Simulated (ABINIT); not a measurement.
# AlN (F-43m): G0W0 in ABINIT against the bands in the screening

Wanted: the cheapest bands in the screening that holds the gap of AlN (F-43m).

Method: PBE and many-body steps on it, plane waves, in ABINIT 10.8.3.

## (1) Starting point

Symmetry: F-43m, No. 216, cubic system. The conventional cell has a = 4.368 Å, b = 4.368 Å, c = 4.368 Å, α = 90.00°, β = 90.00°, γ = 90.00°. Al has 4 N at 1.89 Å nearest. N has 4 Al at 1.89 Å nearest. Farther neighbours and most contacts between anions are not listed.

The cell and positions are those that the Materials Project relaxed with its own functionals (PBE, PBE+U or r2SCAN), kept fixed. This is not the form that AlN usually takes at ambient conditions.

## (2) Screening, 6×6×6 mesh, 12 bands, screening to 261.2 eV

This step: ABINIT 10.8.3; RPA screening on PBE, plane waves, norm-conserving pseudopotentials.

The RPA dielectric matrix is built and inverted for each q.

Input file run.abi:

```
acell 3*1.0 Angstrom
rprim 
  -0.000000000000 2.183993559600 2.183993559600
  2.183993559600 -0.000000000000 2.183993559600
  2.183993559600 2.183993559600 -0.000000000000
ntypat 2
znucl 13 7
natom 2
typat 1 2
xred 
  0.000000000000 0.000000000000 0.000000000000
  0.750000000000 0.750000000000 0.750000000000
pp_dirpath "pseudos"
pseudos "Al.upf, N.upf"
ecut 36
ngkpt 6 6 6
nshiftk 1
shiftk 0 0 0
kptopt 1
chksymbreak 0
istwfk *1
occopt 1
irdwfk 1
optdriver 3
nband 12
ecuteps 9.6
inclvkb 2
awtr 1
symchi 1
indata_prefix "in"
outdata_prefix "out"
tmpdata_prefix "tmp"
```

The run is started by

```console
$ OMP_NUM_THREADS=1 mpirun -n 8 abinit run.abi > log
```

Log:

```text
.Version 10.8.3 of ABINIT. v10.8.2 released Aug 2026.

 Symmetries : space group F-4 3 m (#216); Bravais cF (face-center cubic)
[... echo of the input left out ...]
== DATASET  1 ==================================================================
-   mpi_nproc: 8, omp_nthreads: 1 (-1 if OMP is not activated)

--- !DatasetInfo
iteration_state: {dtset: 1, }
dimensions: {natom: 2, nkpt: 16, mband: 12, nsppol: 1, nspinor: 1, nspden: 1, mpw: 1464, }
cutoff_energies: {ecut:  36.0, pawecutdg:  -1.0, }
electrons: {nelect:   8.00000000E+00, charge:   0.00000000E+00, occopt:   1.00000000E+00, tsmear:   1.00000000E-02, }

 SCREENING: Calculation of the susceptibility and dielectric matrices

 Based on a program developped by R.W. Godby, V. Olevano, G. Onida, and L. Reining.
 Incorporated in ABINIT by V. Olevano, G.-M. Rignanese, and M. Torrent.
.Using double precision arithmetic ; gwpc =  8

[... cell and pseudopotentials left out ...]
--------------------------------------------------------------------------------

 ==== K-mesh for the wavefunctions ====
 Number of points in the irreducible wedge :    16
[... list of points left out ...]
 Together with 24 symmetry operations and time-reversal symmetry
 yields   216 points in the full Brillouin Zone.

 ==== Q-mesh for the screening function ====
 Number of points in the irreducible wedge :    16
[... list of points left out ...]
 Together with 24 symmetry operations and time-reversal symmetry
 yields   216 points in the full Brillouin Zone.

 setmesh: FFT mesh size selected  =    24x   24x   24
          total number of points  =        13824

 vcoul_init : cutoff-mode = AUXILIARY_FUNCTION
 q-points for optical limit:   1
     1)      0.000010    0.000020    0.000030

- screening: taking advantage of time-reversal symmetry
- Maximum band index for partially occupied states nbvw = 4
- Remaining bands to be divided among processors   nbcw = 8
- Number of bands treated by each node ~1

 Number of electrons calculated from density =    8.0000; Expected =    8.0000
 average of density, n =  0.056900
 r_s =    1.6129
 omega_plasma =   23.0097 [eV]

 calculating chi0 at frequencies [eV] :
  1    0.000000E+00    0.000000E+00
  2    0.000000E+00    2.300966E+01

--------------------------------------------------------------------------------
  q-point number  1        q = ( 0.000000, 0.000000, 0.000000) [r.l.u.]
--------------------------------------------------------------------------------
[... chi0 elements left out ...]
 For q-point:  0.000010 0.000020 0.000030
  dielectric constant =   4.3244
  dielectric constant without local fields =   4.7257

  Average fulfillment of the sum rule on Im[epsilon] for q-point    1 :     18.17  [%]
[... wings left out ...]
  q-point number  2        q = ( 0.166667, 0.000000, 0.000000) [r.l.u.]
--------------------------------------------------------------------------------
[... chi0 elements left out ...]
  Average fulfillment of the sum rule on Im[epsilon] for q-point    2 :     64.35  [%]

 [... 14 further q-points ...]
```

Wall time 2.4 s (8 MPI ranks of AMD EPYC 9R45, shared host); peak memory 0.11 GiB.

Numbers from this step:

```
ε∞ with local fields, on this mesh, along the program's q direction : 4.324
the same without local fields                                       : 4.726
plasma frequency                                                    : 23.01 eV
plane waves in the screening matrix                                 : 181
```

Local fields lower ε∞ by 8 %.

## (3) 12 bands

This step: G0W0 on PBE, plane waves, norm-conserving pseudopotentials.

Edit run.abi of step 2 so:

```diff
@@ -23,8 +23,17 @@
 irdwfk 1
-optdriver 3
-nband 12
+optdriver 4
+nband 99
+gwcalctyp 0
+ecutsigx 36
+symsigma 1
+nkptgw 2
+kptgw 
+  0.0000000000 0.0000000000 0.0000000000
+  0.5000000000 0.5000000000 0.0000000000
+bdgw 
+  2 8
+  3 6
 ecuteps 9.6
-inclvkb 2
-awtr 1
-symchi 1
+irdscr 1
+ppmodel 1
 indata_prefix "in"
```

Log:

```text
.Version 10.8.3 of ABINIT. v10.8.2 released Aug 2026.

 Symmetries : space group F-4 3 m (#216); Bravais cF (face-center cubic)
[... echo of the input left out ...]
== DATASET  1 ==================================================================
-   mpi_nproc: 8, omp_nthreads: 1 (-1 if OMP is not activated)

--- !DatasetInfo
iteration_state: {dtset: 1, }
dimensions: {natom: 2, nkpt: 16, mband: 99, nsppol: 1, nspinor: 1, nspden: 1, mpw: 1464, }
cutoff_energies: {ecut:  36.0, pawecutdg:  -1.0, }
electrons: {nelect:   8.00000000E+00, charge:   0.00000000E+00, occopt:   1.00000000E+00, tsmear:   1.00000000E-02, }

 SIGMA: Calculation of the GW corrections

 Based on a program developped by R.W. Godby, V. Olevano, G. Onida, and L. Reining.
 Incorporated in ABINIT by V. Olevano, G.-M. Rignanese, and M. Torrent.
.Using double precision arithmetic ; gwpc =  8

[... cell and pseudopotentials left out ...]
--------------------------------------------------------------------------------

 ==== K-mesh for the wavefunctions ====
 Number of points in the irreducible wedge :    16
[... list of points left out ...]
 Together with 24 symmetry operations and time-reversal symmetry
 yields   216 points in the full Brillouin Zone.

 ==== Q-mesh for screening function ====
 Number of points in the irreducible wedge :    16
[... list of points left out ...]
 Together with 24 symmetry operations and time-reversal symmetry
 yields   216 points in the full Brillouin Zone.

 vcoul_init : cutoff-mode = AUXILIARY_FUNCTION
 q-points for optical limit:   1
     1)      0.000010    0.000020    0.000030
 setmesh: FFT mesh size selected  =    32x   32x   32
          total number of points  =        32768

 Number of electrons calculated from density =    8.0000; Expected =    8.0000
 average of density, n =  0.056900
 r_s =    1.6129
 omega_plasma =   23.0097 [eV]

 === KS Band Gaps ===
  >>>> For spin  1
   Minimum direct gap =   4.1921 [eV], located at k-point      :   0.0000  0.0000  0.0000
   Fundamental gap    =   3.3248 [eV], Top of valence bands at :   0.0000  0.0000  0.0000
                                       Bottom of conduction at :   0.5000  0.5000  0.0000
 SIGMA fundamental parameters:
 PLASMON POLE MODEL  1
 number of plane-waves for SigmaX                 1459
 number of plane-waves for SigmaC and W            181
 number of plane-waves for wavefunctions          1459
 number of bands                                    99
 number of independent spin polarizations            1
 number of spinorial components                      1
 number of k-points in IBZ                          16
 number of q-points in IBZ                          16
 number of symmetry operations                      24
 number of k-points in BZ                          216
 number of q-points in BZ                          216
 number of frequencies for dSigma/dE                 9
 frequency step for dSigma/dE [eV]                0.25
 number of omega for Sigma on real axis              0
 max omega for Sigma on real axis  [eV]           0.00
 zcut for avoiding poles [eV]                     0.10

 EPSILON^-1 parameters (SCR file):
 dimension of the eps^-1 matrix on file            181
 dimension of the eps^-1 matrix used               181
 number of plane-waves for wavefunctions          1459
 number of bands                                    12
 number of q-points in IBZ                          16
 number of frequencies                               2
 number of real frequencies                          1
 number of imag frequencies                          1

 matrix elements of self-energy operator (all in [eV])

 Perturbative Calculation

--- !SelfEnergy_ee
iteration_state: {dtset: 1, }
kpoint     : [   0.000,    0.000,    0.000, ]
spin       : 1
KS_gap     :    4.192
QP_gap     :    5.591
Delta_QP_KS:    1.399
data: !SigmaeeData |
     Band     E0 <VxcDFT>   SigX SigC(E0)      Z dSigC/dE  Sig(E)    E-E0       E
        2   5.159 -16.959 -20.996   3.427   0.784  -0.276 -17.437  -0.478   4.681
        3   5.159 -16.959 -20.996   3.427   0.784  -0.276 -17.437  -0.478   4.681
        4   5.159 -16.959 -20.996   3.427   0.784  -0.276 -17.437  -0.478   4.681
        5   9.351 -12.531  -8.056  -3.346   0.815  -0.227 -11.611   0.921  10.271
        6  17.748  -9.892  -4.092  -4.471   0.819  -0.221  -8.803   1.088  18.836
        7  17.748  -9.892  -4.092  -4.471   0.819  -0.221  -8.803   1.088  18.836
        8  17.748  -9.892  -4.092  -4.471   0.819  -0.221  -8.803   1.088  18.836

--- !SelfEnergy_ee
iteration_state: {dtset: 1, }
kpoint     : [   0.500,    0.500,    0.000, ]
spin       : 1
KS_gap     :    5.100
QP_gap     :    6.596
Delta_QP_KS:    1.496
data: !SigmaeeData |
     Band     E0 <VxcDFT>   SigX SigC(E0)      Z dSigC/dE  Sig(E)    E-E0       E
        3   3.383 -15.432 -20.146   3.733   0.778  -0.286 -16.195  -0.763   2.620
        4   3.383 -15.432 -20.146   3.733   0.778  -0.286 -16.195  -0.763   2.620
        5   8.483  -9.206  -5.016  -3.314   0.837  -0.195  -8.473   0.733   9.216
        6  13.810  -9.461  -4.383  -3.815   0.842  -0.187  -8.397   1.063  14.874

== END DATASET(S) ==============================================================
================================================================================

 -outvars: echo values of variables after computation  --------
           etotal      0.0000000000E+00
            nband          99
             nkpt          16
          spgroup         216
 [... the other variables as echoed above ...]

 Calculation completed.
```

The job ended after 4.6 s (8 MPI ranks; peak memory 1.3 GiB).

Numbers from this step:

```
G0W0 gap on the points computed              : 4.535 eV
starting gap on the mesh                     : 3.325 eV
k of the valence top                         : 0, 0, 0
k of the conduction bottom                   : 0.5, 0.5, 0
Z at the valence top                         : 0.784
Z at the conduction bottom                   : 0.837
least direct G0W0 gap on the computed points : 5.590 eV
```

## (4) Screening, 6×6×6 mesh, 25 bands, screening to 261.2 eV

This step: RPA screening on PBE, plane waves, norm-conserving pseudopotentials.

Edit run.abi of step 3 so:

```diff
@@ -23,17 +23,8 @@
 irdwfk 1
-optdriver 4
-nband 99
-gwcalctyp 0
-ecutsigx 36
-symsigma 1
-nkptgw 2
-kptgw 
-  0.0000000000 0.0000000000 0.0000000000
-  0.5000000000 0.5000000000 0.0000000000
-bdgw 
-  2 8
-  3 6
+optdriver 3
+nband 25
 ecuteps 9.6
-irdscr 1
-ppmodel 1
+inclvkb 2
+awtr 1
+symchi 1
 indata_prefix "in"
```

Log:

```text
.Version 10.8.3 of ABINIT. v10.8.2 released Aug 2026.

 Symmetries : space group F-4 3 m (#216); Bravais cF (face-center cubic)
[... echo of the input left out ...]
== DATASET  1 ==================================================================
-   mpi_nproc: 8, omp_nthreads: 1 (-1 if OMP is not activated)

--- !DatasetInfo
iteration_state: {dtset: 1, }
dimensions: {natom: 2, nkpt: 16, mband: 25, nsppol: 1, nspinor: 1, nspden: 1, mpw: 1464, }
cutoff_energies: {ecut:  36.0, pawecutdg:  -1.0, }
electrons: {nelect:   8.00000000E+00, charge:   0.00000000E+00, occopt:   1.00000000E+00, tsmear:   1.00000000E-02, }

 SCREENING: Calculation of the susceptibility and dielectric matrices

 Based on a program developped by R.W. Godby, V. Olevano, G. Onida, and L. Reining.
 Incorporated in ABINIT by V. Olevano, G.-M. Rignanese, and M. Torrent.
.Using double precision arithmetic ; gwpc =  8

[... cell and pseudopotentials left out ...]
--------------------------------------------------------------------------------

 ==== K-mesh for the wavefunctions ====
 Number of points in the irreducible wedge :    16
[... list of points left out ...]
 Together with 24 symmetry operations and time-reversal symmetry
 yields   216 points in the full Brillouin Zone.

 ==== Q-mesh for the screening function ====
 Number of points in the irreducible wedge :    16
[... list of points left out ...]
 Together with 24 symmetry operations and time-reversal symmetry
 yields   216 points in the full Brillouin Zone.

 setmesh: FFT mesh size selected  =    24x   24x   24
          total number of points  =        13824

 vcoul_init : cutoff-mode = AUXILIARY_FUNCTION
 q-points for optical limit:   1
     1)      0.000010    0.000020    0.000030

- screening: taking advantage of time-reversal symmetry
- Maximum band index for partially occupied states nbvw = 4
- Remaining bands to be divided among processors   nbcw = 21
- Number of bands treated by each node ~2

 Number of electrons calculated from density =    8.0000; Expected =    8.0000
 average of density, n =  0.056900
 r_s =    1.6129
 omega_plasma =   23.0097 [eV]

 calculating chi0 at frequencies [eV] :
  1    0.000000E+00    0.000000E+00
  2    0.000000E+00    2.300966E+01

--------------------------------------------------------------------------------
  q-point number  1        q = ( 0.000000, 0.000000, 0.000000) [r.l.u.]
--------------------------------------------------------------------------------
[... chi0 elements left out ...]
 For q-point:  0.000010 0.000020 0.000030
  dielectric constant =   4.3377
  dielectric constant without local fields =   4.7797

  Average fulfillment of the sum rule on Im[epsilon] for q-point    1 :     47.71  [%]
[... wings left out ...]
  q-point number  2        q = ( 0.166667, 0.000000, 0.000000) [r.l.u.]
--------------------------------------------------------------------------------
[... chi0 elements left out ...]
  Average fulfillment of the sum rule on Im[epsilon] for q-point    2 :     79.46  [%]

 [... 14 further q-points ...]
```

Run time: 4 s. Hardware: 8 MPI ranks; peak memory 0.85 GiB; 31 s of CPU time.

This step gave:

```yaml
eps_infinity_with_local_fields_on_this_mesh_along_the_program_s_q_direction: 4.338
the_same_without_local_fields: 4.780
plasma_frequency: 23.01 eV
plane_waves_in_the_screening_matrix: 181
```

## (5) 25 bands

The self-energy is evaluated for the states that the input lists, and the levels follow from it, in one-shot runs by the linearised quasiparticle equation.

This step: G0W0 on PBE, plane waves, norm-conserving pseudopotentials.

Edit run.abi of step 4 so:

```diff
@@ -23,8 +23,17 @@
 irdwfk 1
-optdriver 3
-nband 25
+optdriver 4
+nband 99
+gwcalctyp 0
+ecutsigx 36
+symsigma 1
+nkptgw 2
+kptgw 
+  0.0000000000 0.0000000000 0.0000000000
+  0.5000000000 0.5000000000 0.0000000000
+bdgw 
+  2 8
+  3 6
 ecuteps 9.6
-inclvkb 2
-awtr 1
-symchi 1
+irdscr 1
+ppmodel 1
 indata_prefix "in"
```

Log:

```text
.Version 10.8.3 of ABINIT. v10.8.2 released Aug 2026.

 Symmetries : space group F-4 3 m (#216); Bravais cF (face-center cubic)
[... echo of the input left out ...]
== DATASET  1 ==================================================================
-   mpi_nproc: 8, omp_nthreads: 1 (-1 if OMP is not activated)

--- !DatasetInfo
iteration_state: {dtset: 1, }
dimensions: {natom: 2, nkpt: 16, mband: 99, nsppol: 1, nspinor: 1, nspden: 1, mpw: 1464, }
cutoff_energies: {ecut:  36.0, pawecutdg:  -1.0, }
electrons: {nelect:   8.00000000E+00, charge:   0.00000000E+00, occopt:   1.00000000E+00, tsmear:   1.00000000E-02, }

 SIGMA: Calculation of the GW corrections

 Based on a program developped by R.W. Godby, V. Olevano, G. Onida, and L. Reining.
 Incorporated in ABINIT by V. Olevano, G.-M. Rignanese, and M. Torrent.
.Using double precision arithmetic ; gwpc =  8

[... cell and pseudopotentials left out ...]
--------------------------------------------------------------------------------

 ==== K-mesh for the wavefunctions ====
 Number of points in the irreducible wedge :    16
[... list of points left out ...]
 Together with 24 symmetry operations and time-reversal symmetry
 yields   216 points in the full Brillouin Zone.

 ==== Q-mesh for screening function ====
 Number of points in the irreducible wedge :    16
[... list of points left out ...]
 Together with 24 symmetry operations and time-reversal symmetry
 yields   216 points in the full Brillouin Zone.

 vcoul_init : cutoff-mode = AUXILIARY_FUNCTION
 q-points for optical limit:   1
     1)      0.000010    0.000020    0.000030
 setmesh: FFT mesh size selected  =    32x   32x   32
          total number of points  =        32768

 Number of electrons calculated from density =    8.0000; Expected =    8.0000
[...]
number of omega for Sigma on real axis              0
 max omega for Sigma on real axis  [eV]           0.00
 zcut for avoiding poles [eV]                     0.10

 EPSILON^-1 parameters (SCR file):
 dimension of the eps^-1 matrix on file            181
 dimension of the eps^-1 matrix used               181
 number of plane-waves for wavefunctions          1459
 number of bands                                    25
 number of q-points in IBZ                          16
 number of frequencies                               2
 number of real frequencies                          1
 number of imag frequencies                          1

 matrix elements of self-energy operator (all in [eV])

 Perturbative Calculation

--- !SelfEnergy_ee
iteration_state: {dtset: 1, }
kpoint     : [   0.000,    0.000,    0.000, ]
spin       : 1
KS_gap     :    4.192
QP_gap     :    5.551
Delta_QP_KS:    1.359
data: !SigmaeeData |
     Band     E0 <VxcDFT>   SigX SigC(E0)      Z dSigC/dE  Sig(E)    E-E0       E
        2   5.159 -16.959 -20.996   3.197   0.786  -0.272 -17.620  -0.660   4.498
        3   5.159 -16.959 -20.996   3.197   0.786  -0.272 -17.620  -0.660   4.498
        4   5.159 -16.959 -20.996   3.197   0.786  -0.272 -17.620  -0.660   4.498
[...]
--- !SelfEnergy_ee
iteration_state: {dtset: 1, }
kpoint     : [   0.500,    0.500,    0.000, ]
spin       : 1
KS_gap     :    5.100
QP_gap     :    6.549
Delta_QP_KS:    1.449
data: !SigmaeeData |
     Band     E0 <VxcDFT>   SigX SigC(E0)      Z dSigC/dE  Sig(E)    E-E0       E
[...]
5   8.483  -9.206  -5.016  -3.604   0.836  -0.196  -8.716   0.489   8.973
        6  13.810  -9.461  -4.383  -4.178   0.839  -0.192  -8.705   0.755  14.565

== END DATASET(S) ==============================================================
================================================================================

 -outvars: echo values of variables after computation  --------
           etotal      0.0000000000E+00
            nband          99
             nkpt          16
          spgroup         216
 [... the other variables as echoed above ...]

 Calculation completed.
```

Wall time 4.6 s (8 MPI ranks); peak memory 1.3 GiB; 35 s of CPU time.

Numbers from this step:

```yaml
g0w0_gap_on_the_points_computed: 4.475 eV
starting_gap_on_the_mesh: 3.325 eV
k_of_the_valence_top: 0, 0, 0
k_of_the_conduction_bottom: 0.5, 0.5, 0
z_at_the_valence_top: 0.786
z_at_the_conduction_bottom: 0.836
least_direct_g0w0_gap_on_the_computed_points: 5.551 eV
```

The gap on the mesh goes from 3.32 eV to 4.48 eV, a correction of +1.15 eV.

(Part 1 of 2 ends here.)

[Paths, hosts, dates, memory and timing lines, banners, echoed tables and standing remarks are left out of the program output.]

[Logs are printed without paths, hosts, clocks, repeated set-up lines and the standing remarks that a program may print on its own settings, such as how far it seeks lower states.]

[Runs of the session that timed out or met a known fault of the program may be left out.]

[No measured gap is set beside runs whose start may be inverted or whose files or cutoffs have a known fault.]

[Hosts, paths, dates, database ids (printed as entryN), source tags and the programs' standing remarks are cut or masked in the printed files.]

[G0W0 gaps are taken among the corrected bands and points alone; a level outside them can change the order at an edge.]

[Where Ansatz stands beside ABINIT at settings called matched, ABINIT's density can come from a denser mesh and the files from another edition; pairs whose starting gaps differed by over 0.03 eV were left out, so agreement reads better than it is.]
